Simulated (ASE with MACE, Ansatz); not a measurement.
# A sinusoid for the slip curve: generalised stacking fault on (110) of Ta

The cell holds 12 atoms: 12 Ta. Cell: a = 2.875 Å, b = 2.875 Å, c = 28.171 Å, α = 90.0°, β = 90.0°, γ = 109.5°. It derives from Ta. 48 atoms of Ta, stacked on (1 1 0); one fault a cell: the periodic image above is shifted rigidly by 0.000 Å along the in-plane vector of length 2.875 Å (1/2<111>); atoms relaxed along the normal alone with the MACE-MP-0b2 potential. Lattice constants are starting values near those of PBE. Folded to one surface cell (a quarter of the atoms).

Calculated with Ansatz 0.2.0: Kohn-Sham DFT, PBEsol, PAW (set soft_2), plane waves; cutoff 420 eV, k-mesh 10×10×1, fermi-dirac smearing of 0.1 eV. The cell described is the unshifted one. Its image above is shifted by x, atoms are relaxed along the normal alone (with PBE), and the energy is counted from the unshifted cell over the area of the fault.

```
slip x (Å)  fault energy (mJ/m²)
     0.000                     0
     0.240                 79.53
     0.479                     ?
     0.719                 430.6
     0.958                 578.5
     1.198                 662.9
     1.438                 684.7
```

**Question.** Fit a squared sine to the rows given and interpolate to the withheld row.

Worked fit:

The simplest curve with the period of the slip vector, p = 2.875 Å, is γ = γ0 sin²(πx/p), a line through the origin in u = sin²(πx/p).

| u | v (mJ/m²) |
| --- | --- |
| 0.0672151 | 79.5323 |
| 0.500273 | 430.621 |
| 0.749684 | 578.534 |
| 0.933058 | 662.871 |
| 1.000000 | 684.666 |

For a line through the origin, slope = Σuv / Σu² = 1957.7 / 2.6874 = 728.5.

At x = 0.479 Å, u = 0.2498.

Prediction at 0.479: 182.0 mJ/m². The run gave 249.6 mJ/m², so the fit is low by 68 mJ/m² (27 % of the value).

So γ0 = 728.5 mJ/m², and the steepest slope of the fitted curve, πγ0/p, is 7.96 GPa. Among the rows given, the largest miss of the fit is at 0.719, by 66 mJ/m² (9.7 % of the range of the table).

Limits: Rigid slip in the plane; the cell's length along the normal is held. The cell and its k-mesh tilt with the slip, which can add an error that grows with it.

[Logs are printed without paths, hosts, clocks, repeated set-up lines and the standing remarks that a program may print on its own settings, such as how far it seeks lower states.]

[Hosts, paths, dates, database ids (printed as entryN), source tags and the programs' standing remarks are cut or masked in the printed files.]
